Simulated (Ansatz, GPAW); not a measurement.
**Cutoff, mesh and smearing for a 8-layer slab of Ca(100)**

Aim: the settings at which the work function of a 8-layer slab of Ca(100) stops moving.

Method: Ansatz plane waves; slab in vacuum with a dipole correction, relaxation, in the first sound run; inputs show where later runs differ, in GPAW 26.7.0 and Ansatz 0.2.0.

## 1. Set-up

The cell holds 8 atoms: 8 Ca. Its edges and angles: a = 3.946 Å, b = 3.946 Å, c = 33.530 Å, α = 90.0°, β = 90.0°, γ = 90.0°. Vacuum lies along c.

## 2. Relaxing the atoms

The atoms are relaxed first, since the surface dipole, and with it the work function, follows the positions of the outer layers. The lowest 4 atoms are held at bulk positions and keep their forces.

input.yaml

```yaml
crystal:
  lattice:
    - [3.945655839, 0.0, 0.0]
    - [0.0, 3.945655839, 0.0]
    - [0.0, 0.0, 33.53]
  atoms:
    - { symbol: Ca, position: [0.5, 0.5, 0.2087682672] }
    - { symbol: Ca, position: [0.0, 0.0, 0.2919773337] }
    - { symbol: Ca, position: [0.5, 0.5, 0.3751864002] }
    - { symbol: Ca, position: [0.0, 0.0, 0.4583954667] }
    - { symbol: Ca, position: [0.5, 0.5, 0.5416045333] }
    - { symbol: Ca, position: [0.0, 0.0, 0.6248135998] }
    - { symbol: Ca, position: [0.5, 0.5, 0.7080226663] }
    - { symbol: Ca, position: [0.0, 0.0, 0.7912317328] }
kpoints:
  mp_grid: { grid: [8, 8, 1] }
hamiltonian:
  xc: pbe
scf:
  occupations: { method: fermi_dirac, width: 0.1 }
efield:
  axis: 3
  dipole_correction: true
  ramp_width: 0.05
relax:
  f_tol: 0.02
  max_steps: 60
  constraints: [{ sites: [0, 1, 2, 3] }]
output:
  write_potential: true
  write_density: true
  volumetric_format: npy
```

Started as:

```bash
$ ansatz run input.yaml --threads 4 --pin off --max-ram 8192MiB --backend cpu --events-out ev --progress --plain --runs-dir out
```

Numbers of over 12 decimals in the logs are rounded to 6 here.

The program printed:

```text
Engine: ansatz 0.2.0, x86_64-unknown-linux-gnu
Pseudopotentials: kind: paw
Pseudopotential: Ca, paw, valence charge 10, recommended cutoff 420 eV (normal), Ca.paw.azcp
Functional definition: PBE
  parameter kappa = 0.804
  parameter beta = 0.066725
  exchange = pbe_x(kappa = kappa, mu = beta*pi^2/3)
  correlation = pbe_c(beta = beta)
Crystal: 8 atoms, lattice volume = 522.002 Å³
Basis set: ecut = 420 eV, 10265 PW (Γ), exchange–correlation on 54×54×450 points (8 copies of the dense FFT grid, shifted against one another)
Bands: 48, of which v1, the nominal top of the filled ones, is band 40 counted from 1 (39 counted from 0)
Symmetry: 8 space group operations
k-points: 15 of 64
Non-local potential: Ca, projectors of the file, l = 0: 3, l = 1: 2, l = 2: 2
PAW form: soft (Blöchl's): semilocal exchange-correlation on the pseudo side does not see the compensation charge
PAW one-centre angular grid: Ca, 110 points (default); XC on 64 Gauss nodes
Initial density: superposition of atomic densities (neutral atoms: chi_scale 0, normalization atom), corrected by the library's trained network
Initial wavefunctions: pseudopotential atomic-orbital guess
Functional: x = pbe(κ = 0.804, μ = 0.219515), c = pbe(β = 0.066725)
SCF iter   1: F=—  HF=-14534.201305 eV  |F-HF|=—  |Δ(HF+E_count)|=         —  Δρ=2.74e-3  dr2=4.11e0  ethr=1.77e-3  p=0.000 e·Å  D=1.90e-14 V/Å  ΔV_dip=-0.00 eV  dr2_dipole=5.18e-8  V_vac-E_F(+/−)=2.51/2.52 eV  ⟨swp⟩=14.5  Hψ=9285  notcnv=0
efield: sawtooth ramp at fractional position 0.9750 (placed from the atoms, in the widest stretch of the axis that holds none; the zero of the levels goes with the place), width 0.0500; the density the first Hamiltonian is built on has a dipole p = 0.000 e·Å; the dipole correction subtracts the counter field D = 1.90e-14 V/Å, which shifts the + side's vacuum level by -0.00 eV against the − side's; the planar-averaged density in the ramp window peaks in size at 6.8e-5 e/Å³
automatic band count: the SCF goes on with 56 bands, as 48 were too few: the levels above may hold too much charge
preconditioner: auto → LDOS  [metal: Δε(μ)=0.017 eV  Ē_g=2.342 eV  σ=0.100 eV  W_gap=0.04  n_scr=72 (ndim 8)  ℏωp=6.5 eV  f_vac=0.291  D(μ)=10.34/eV (n_scr^D=64)  β→1.0]
SCF iter   2: F=—  HF=-14534.135790 eV  |F-HF|=—  |Δ(HF+E_count)|=   6.55e-2  Δρ=8.46e-4  dr2=9.74e-3  ethr=1.77e-3  p=-0.000 e·Å  D=-5.78e-5 V/Å  ΔV_dip=0.00 eV  dr2_dipole=2.05e-5  V_vac-E_F(+/−)=2.78/2.78 eV  ⟨swp⟩=1.8  Hψ=999  notcnv=0
SCF iter   3: F=—  HF=-14534.137081 eV  |F-HF|=—  |Δ(HF+E_count)|=   1.29e-3  Δρ=7.50e-4  dr2=1.11e-2  ethr=1.22e-5  p=0.000 e·Å  D=6.34e-5 V/Å  ΔV_dip=-0.00 eV  dr2_dipole=1.10e-5  V_vac-E_F(+/−)=2.76/2.77 eV  ⟨swp⟩=2.9  Hψ=1676  notcnv=0
SCF iter   4: F=—  HF=-14534.135834 eV  |F-HF|=—  |Δ(HF+E_count)|=   1.25e-3  Δρ=1.42e-4  dr2=4.00e-4  ethr=1.22e-5  p=0.000 e·Å  D=2.05e-5 V/Å  ΔV_dip=-0.00 eV  dr2_dipole=3.34e-6  V_vac-E_F(+/−)=2.78/2.78 eV  ⟨swp⟩=2.0  Hψ=991  notcnv=0
iter 5 did not close the SCF: its close was put off for the readings that it lacked (scf_convergence_deferred on its scf_iter line)
SCF iter   5: F=-14534.135824 eV  HF=-14534.135824 eV  |F-HF|=7.85e-8  |Δ(HF+E_count)|=   1.09e-5  Δρ=2.78e-5  dr2=4.70e-6  ethr=5.00e-7  p=0.000 e·Å  D=1.52e-5 V/Å  ΔV_dip=-0.00 eV  dr2_dipole=6.05e-9  V_vac-E_F(+/−)=2.78/2.78 eV  ⟨swp⟩=2.0  Hψ=1145  notcnv=0
SCF iter   6: F=-14534.135824 eV  HF=-14534.135825 eV  |F-HF|=9.04e-7  |Δ(HF+E_count)|=   1.81e-6  Δρ=1.01e-5  dr2=1.39e-6  ethr=5.88e-9  p=0.000 e·Å  D=6.08e-6 V/Å  ΔV_dip=-0.00 eV  dr2_dipole=2.65e-8  V_vac-E_F(+/−)=2.79/2.79 eV  ⟨swp⟩=10.7  Hψ=7166  notcnv=0
WARN: efield: at this solve's end the planar-averaged density reaches 2.79e-5 e/Å³ inside the ramp window [0.9452, 0.0548] (bound 1e-5 e/Å³); the window's nearer edge stands 5.16 Å from this solve's nearest atom along the axis. Its work functions, free energy, forces, stress, dipole, levels and responses can be off, and this figure does not tell by how much. A short vacuum, a low `basis.ecutwfc` or `basis.ecutrho_ratio` and negative occupations (`scf.occupations.method`) can put density there. See the manual's quickstart, § The vacuum guard
SCF 1 converged in 6 iterations: F = -14534.135824 eV  dr2 = 1.39e-6
  greatest PAW one-centre occupation: 0.996 electrons in one spin orbital (limit 2), on the Ca atom at site 0 (counted from 0), in its partial waves of l = 0
relax step   1: F+E_penalty+E_count = -14534.13582447 eV  Δ(F+E_penalty+E_count) = +0.000e0 eV  max|allowed force component| = 1.282e-1 eV/Å  Δτ_max = 0.0000 Å  (6 SCF iters, dr2 threshold 1.00e-5 eV, accepted)
Bands: 56, of which v1, the nominal top of the filled ones, is band 40 counted from 1 (39 counted from 0)
Initial density: handed on by an earlier stage of this run
Initial wavefunctions: those handed on with the density
iter 1 solved again at ethr=5.47e-4 eV; its pass at ethr=3.10e-3 eV (dr2=4.38e-1 eV) is discarded
SCF iter   1: F=—  HF=-14534.147491 eV  |F-HF|=—  |Δ(HF+E_count)|=         —  Δρ=1.09e-3  dr2=1.11e-1  ethr=5.47e-4  p=0.000 e·Å  D=6.09e-6 V/Å  ΔV_dip=-0.00 eV  dr2_dipole=3.89e-4  V_vac-E_F(+/−)=2.79/2.79 eV  ⟨swp⟩=2.1  Hψ=3110  notcnv=0
efield: sawtooth ramp at fractional position 0.9750 (handed on by an earlier solve), width 0.0500; the density the first Hamiltonian is built on has a dipole p = 0.000 e·Å; the dipole correction subtracts the counter field D = 6.09e-6 V/Å, which shifts the + side's vacuum level by -0.00 eV against the − side's; the planar-averaged density in the ramp window peaks in size at 2.8e-5 e/Å³
eigensolver tolerance schedule: the retry pair's looser diagonalisation over-reported the residual by 2.94 of it (diagonalisation noise at 1.71 of the residual, at the tolerance the schedule requests for it); recorded, not acted on — ethr = c·dr2/N_el stays at c = 1.0e-1
preconditioner: auto → LDOS  [metal: Δε(μ)=0.013 eV  Ē_g=2.374 eV  σ=0.100 eV  W_gap=0.03  n_scr=72 (ndim 8)  ℏωp=6.5 eV  f_vac=0.294  D(μ)=10.05/eV (n_scr^D=62)  β→1.0]
SCF iter   2: F=—  HF=-14534.145061 eV  |F-HF|=—  |Δ(HF+E_count)|=   2.43e-3  Δρ=4.96e-4  dr2=6.76e-3  ethr=1.39e-4  p=0.009 e·Å  D=2.99e-3 V/Å  ΔV_dip=-0.10 eV  dr2_dipole=2.22e-3  V_vac-E_F(+/−)=2.69/2.79 eV  ⟨swp⟩=2.1  Hψ=1164  notcnv=0
SCF iter   3: F=—  HF=-14534.144337 eV  |F-HF|=—  |Δ(HF+E_count)|=   7.24e-4  Δρ=2.28e-4  dr2=8.70e-4  ethr=8.45e-6  p=0.003 e·Å  D=9.90e-4 V/Å  ΔV_dip=-0.03 eV  dr2_dipole=5.63e-8  V_vac-E_F(+/−)=2.75/2.79 eV  ⟨swp⟩=2.1  Hψ=1275  notcnv=0
[...]
SCF 3 converged in 7 iterations: F = -14534.149887 eV  dr2 = 6.73e-8
relax step   3: F+E_penalty+E_count = -14534.14988652 eV  Δ(F+E_penalty+E_count) = -5.440e-3 eV  max|allowed force component| = 9.855e-3 eV/Å  Δτ_max = 0.1948 Å  (7 SCF iters, accepted)
SCF iter   1: F=—  HF=-14534.149915 eV  |F-HF|=—  |Δ(HF+E_count)|=         —  Δρ=3.77e-4  dr2=4.39e-2  ethr=1.44e-4  p=0.001 e·Å  D=5.11e-4 V/Å  ΔV_dip=-0.02 eV  dr2_dipole=3.24e-2  V_vac-E_F(+/−)=2.77/2.79 eV  ⟨swp⟩=3.5  Hψ=1798  notcnv=0
efield: sawtooth ramp at fractional position 0.9750 (handed on by an earlier solve), width 0.0500; the density the first Hamiltonian is built on has a dipole p = 0.001 e·Å; the dipole correction subtracts the counter field D = 5.11e-4 V/Å, which shifts the + side's vacuum level by -0.02 eV against the − side's; the planar-averaged density in the ramp window peaks in size at 2.8e-5 e/Å³
preconditioner: auto → LDOS  [metal: Δε(μ)=0.009 eV  Ē_g=2.380 eV  σ=0.100 eV  W_gap=0.02  n_scr=72 (ndim 8)  ℏωp=6.5 eV  f_vac=0.299  D(μ)=10.02/eV (n_scr^D=62)  β→1.0]
SCF iter   2: F=—  HF=-14534.149944 eV  |F-HF|=—  |Δ(HF+E_count)|=   2.93e-5  Δρ=1.69e-4  dr2=1.39e-2  ethr=5.48e-5  p=0.003 e·Å  D=1.04e-3 V/Å  ΔV_dip=-0.03 eV  dr2_dipole=1.50e-2  V_vac-E_F(+/−)=2.75/2.79 eV  ⟨swp⟩=1.3  Hψ=981  notcnv=0
SCF iter   3: F=—  HF=-14534.149826 eV  |F-HF|=—  |Δ(HF+E_count)|=   1.18e-4  Δρ=6.54e-5  dr2=1.47e-3  ethr=1.74e-5  p=0.002 e·Å  D=7.22e-4 V/Å  ΔV_dip=-0.02 eV  dr2_dipole=1.34e-3  V_vac-E_F(+/−)=2.76/2.79 eV  ⟨swp⟩=1.0  Hψ=840  notcnv=0
SCF iter   4: F=—  HF=-14534.149816 eV  |F-HF|=—  |Δ(HF+E_count)|=   1.00e-5  Δρ=7.11e-5  dr2=8.02e-5  ethr=1.84e-6  p=0.002 e·Å  D=5.67e-4 V/Å  ΔV_dip=-0.02 eV  dr2_dipole=2.75e-5  V_vac-E_F(+/−)=2.77/2.78 eV  ⟨swp⟩=1.0  Hψ=840  notcnv=0
SCF iter   5: F=—  HF=-14534.149984 eV  |F-HF|=—  |Δ(HF+E_count)|=   1.67e-4  Δρ=1.31e-5  dr2=6.27e-5  ethr=1.00e-7  p=0.001 e·Å  D=5.08e-4 V/Å  ΔV_dip=-0.02 eV  dr2_dipole=5.97e-5  V_vac-E_F(+/−)=2.77/2.78 eV  ⟨swp⟩=2.0  Hψ=1170  notcnv=0
SCF iter   6: F=—  HF=-14534.149983 eV  |F-HF|=—  |Δ(HF+E_count)|=   4.67e-7  Δρ=3.77e-6  dr2=2.00e-6  ethr=7.84e-8  p=0.001 e·Å  D=4.85e-4 V/Å  ΔV_dip=-0.02 eV  dr2_dipole=1.74e-6  V_vac-E_F(+/−)=2.77/2.79 eV  ⟨swp⟩=1.0  Hψ=840  notcnv=0
SCF iter   7: F=—  HF=-14534.149983 eV  |F-HF|=—  |Δ(HF+E_count)|=   2.66e-8  Δρ=1.04e-6  dr2=4.21e-7  ethr=2.50e-9  p=0.001 e·Å  D=4.77e-4 V/Å  ΔV_dip=-0.02 eV  dr2_dipole=4.44e-7  V_vac-E_F(+/−)=2.77/2.78 eV  ⟨swp⟩=1.9  Hψ=889  notcnv=0
SCF iter   8: F=-14534.149983 eV  HF=-14534.149983 eV  |F-HF|=2.34e-9  |Δ(HF+E_count)|=   7.43e-9  Δρ=3.33e-7  dr2=2.30e-9  ethr=1.25e-10  p=0.001 e·Å  D=4.74e-4 V/Å  ΔV_dip=-0.02 eV  dr2_dipole=1.72e-9  V_vac-E_F(+/−)=2.77/2.78 eV  ⟨swp⟩=10.1  Hψ=4946  notcnv=0
WARN: efield: at this solve's end the planar-averaged density reaches 2.80e-5 e/Å³ inside the ramp window [0.9452, 0.0548] (bound 1e-5 e/Å³); the window's nearer edge stands 5.16 Å from this solve's nearest atom along the axis. Its work functions, free energy, forces, stress, dipole, levels and responses can be off, and this figure does not tell by how much. A short vacuum, a low `basis.ecutwfc` or `basis.ecutrho_ratio` and negative occupations (`scf.occupations.method`) can put density there. See the manual's quickstart, § The vacuum guard
SCF 4 converged in 8 iterations: F = -14534.149983 eV  dr2 = 2.30e-9
relax step   4: F+E_penalty+E_count = -14534.14998340 eV  Δ(F+E_penalty+E_count) = -9.687e-5 eV  max|allowed force component| = 6.620e-3 eV/Å  Δτ_max = 0.0301 Å  (8 SCF iters, accepted)
NSCF: frozen V_eff on 15 k-points
the band table was solved once a step of the walk had ended and its energy, with any forces and stress, was formed, with the checks that follow a solve (4488 applications of the Hamiltonian). They found nothing against the state; the energy, forces and stress were not computed again (output.eigenvalues in the input reference)
WARN: The output density's exchange-correlation potential varies sharply where the density is thin. Do not read a vacuum level from v_tot or v_xc, or from such a field of the output density. On a cell that repeats whose density bears no net charge and no dipole along the vacuum's axis use v_es (v_loc + v_h of the components); under efield.dipole_correction with no amplitude use v_es + v_field, which holds any externa [...]
SCF converged after 8 iterations
Free energy (F): -14534.149983 eV
Harris-Foulkes:  -14534.149983 eV  (|F-HF|=2.34e-9)
Internal energy: -14533.824905 eV  (E = F + TS)
E sigma→0 (E₀):  -14533.987444 eV
Entropy (-TS):   -0.325078 eV (-40.635 meV/atom)
Fermi energy:    2.304466 eV
Dipole field:    D = 0.000440 V/Å  (p = 0.001268 e·Å, saw-weighted, corrected)
Work function:   Φ+ = 2.7697 eV   Φ− = 2.7844 eV
Levels:          The Fermi level and band energies are counted from a zero that moves with the ramp; work functions are not
Vacuum region:   at the solve's end the planar-averaged density reaches 2.80e-5 e/Å³ inside the ramp window [0.9452, 0.0548] (bound 1e-5 e/Å³)
--- Per-component energies (eV) ---
  E_band       = -1622.253717
  E_kinetic    = 2201.124152
  E_local      = -32172.819106  (includes V_loc(G=0)·N_el)
  E_nonlocal   = 509.105161
  E_hartree    = 14854.241552
  E_xc         = -1085.270357
  E_vxc        = -1352.544739  (∫ρ·V_xc dr)
  E_paw        = -6865.792486  (= ΣΔE_a)
  E_vpaw       = -515.607988  (= ΣTr[D̂ρ^β])
  E_aug_tail   = -0.000049  (compensation charges beyond the density's cutoff)
  E_efield     = 0.000000  (sawtooth field / dipole correction)
  E_vefield    = 0.003290  (∫n·V_field dr)
  E_ewald      = 8025.586227
  E_smearing   = -0.325078  (= −TS)
  E_closure    = -0.000000  (closes the sum)
  Σ components = -14534.149983   (vs F -14534.149983, Δ=0.00e0)
--- Forces (eV/Å), atoms counted from 1 ---
  atom   1  Ca     0.00000000     0.00000000     0.12756670
  atom   2  Ca    -0.00000000     0.00000000    -0.07460209
  atom   3  Ca    -0.00000000     0.00000000    -0.00158212
  atom   4  Ca    -0.00000000     0.00000000    -0.05302236
  atom   5  Ca     0.00000000     0.00000000     0.00468615
  atom   6  Ca    -0.00000000    -0.00000000    -0.00661990
  atom   7  Ca     0.00000000     0.00000000     0.00444745
  atom   8  Ca    -0.00000000    -0.00000000    -0.00086901
  max |Σ_I F_I| component: 4.83e-6 eV/Å
--- Band table (eV; the first three rows and the last of 15) ---
  k-point 0: bands = [... 36 lower, -0.0506, 0.5786, 1.1837, 1.6807, 2.7795, 2.8338, 2.8811, 2.9624, ... 12 higher]
  k-point 1: bands = [... 36 lower, 0.1021, 0.7245, 1.3243, 1.8179, 2.8308, 2.8538, 2.9239, 2.9500, ... 12 higher]
  k-point 2: bands = [... 36 lower, 0.5316, 1.1278, 1.7094, 2.1858, 2.5850, 2.6541, 2.8029, 2.9982, ... 12 higher]
  k-point 14: bands = [... 36 lower, 2.2783, 2.2838, 2.4728, 2.4755, 2.8406, 2.8406, 2.8672, 2.8672, ... 12 higher]
--- Relaxed structure (4 steps of the walk, 4 accepted, 0 SCFs on fresh bases) ---
  F+E_penalty+E_count = -14534.14998340 eV   max|allowed force component| = 6.620e-3 eV/Å
  atoms:
    - { symbol: Ca, position: [0.5, 0.5, 0.208768] }
    - { symbol: Ca, position: [0.0, 0.0, 0.291977] }
    - { symbol: Ca, position: [0.5, 0.5, 0.375186] }
    - { symbol: Ca, position: [0.0, 0.0, 0.458395] }
    - { symbol: Ca, position: [0.5, 0.5, 0.539632] }
    - { symbol: Ca, position: [-6.382787683317182e-18, 0.0, 0.620948] }
    - { symbol: Ca, position: [0.5, 0.5, 0.701791] }
    - { symbol: Ca, position: [-1.690438615276667e-17, 0.0, 0.780993] }
```

Elapsed: 19 s, on 4 threads of Intel Xeon 6975P-C (Granite Rapids), shared host; peak memory 1.1 GiB; 72 s of CPU time.

Step by step:

```csv
step,energy less that of the first step (eV),largest force component (eV/Å)
1,0.0000,0.1282
2,-0.0086,0.0767
3,-0.0141,0.0099
4,-0.0142,0.0066
```

Forces are held to the 8 operations that the run works with; a distortion that breaks them can't arise in this run.

The atoms that moved most (Å):

```csv
atom,dx,dy,dz,length
Ca8,0.000,0.000,-0.343,0.343
Ca7,0.000,0.000,-0.209,0.209
Ca6,0.000,0.000,-0.130,0.130
Ca5,0.000,0.000,-0.066,0.066
```

This step gave:

```
free energy             : -14534.1500 eV
smearing term TS        : 0.3251 eV
symmetry operations     : 8
upper work function     : 2.770 eV
lower work function     : 2.784 eV
dipole along the normal : 0.001268 e·Å
dipole field            : 4.40e-4 V/Å
vacuum level above      : 5.074 eV
vacuum level below      : 5.089 eV
```

The electrostatic potential energy of an electron (with the applied field's), less the Fermi level, planar mean oscillates, so the rows of the table below give means over windows of 2.76 Å about each position, cut where the curve ends. Its maxima inside the range that stand out by 2 % of the span (Å: eV): 8.3: 0.797, 11.2: 0.751, 14.0: 0.740, 16.7: 0.574, 19.5: 0.556, 22.2: 0.532, 24.9: 0.443. Its minima: 7.0: -7.89, 9.8: -7.51, 12.5: -7.51, 15.3: -7.55, 18.0: -7.47, 20.9: -7.51, 23.5: -7.47, 26.2: -7.83.

Electrostatic potential energy of an electron (with the applied field's), less the Fermi level, planar mean against z; means over each step:

z (Å), electrostatic potential energy of an electron (with the applied field's), less the Fermi level, planar mean (eV) and a bar from the least value:
```
     1.38       2.78 ##############################
     4.14       2.48 ############################
     6.90      -3.03 
     9.66      -2.80 #
    12.42      -2.83 #
    15.18      -2.84 #
    17.94      -2.87 #
    20.70      -2.87 #
    23.46      -2.85 #
    26.22      -3.06 
    28.98       2.43 ############################
    31.74       2.77 ##############################
```

The valence density, planar mean oscillates, so the rows of the table below give means over windows of 2.68 Å about each position, cut where the curve ends. Its maxima inside the range that stand out by 2 % of the span (Å: e/Å³): 7.0: 0.551, 9.8: 0.548, 12.5: 0.546, 15.3: 0.551, 18.0: 0.547, 20.9: 0.550, 23.5: 0.553, 26.2: 0.550. Its minima: 8.3: 0.0557, 11.2: 0.0536, 14.0: 0.0536, 16.7: 0.0561, 19.5: 0.0559, 22.2: 0.0559, 24.9: 0.0605.

The valence density, planar mean by z; means over each step:

```csv
z (Å),"valence density, planar mean (e/Å³)"
1.34,3.1e-5
4.02,0.00386
6.70,0.228
9.38,0.237
12.06,0.236
14.74,0.235
17.42,0.237
20.10,0.236
22.78,0.237
25.46,0.241
28.14,0.0262
30.82,2.2e-4
```

The relaxation lowered the energy of the cell by 0.0142 eV.

[end of part 1 of 2]

[Logs are printed without paths, hosts, clocks, repeated set-up lines and the standing remarks that a program may print on its own settings, such as how far it seeks lower states.]

[Hosts, paths, dates, database ids (printed as entryN), source tags and the programs' standing remarks are cut or masked in the printed files.]
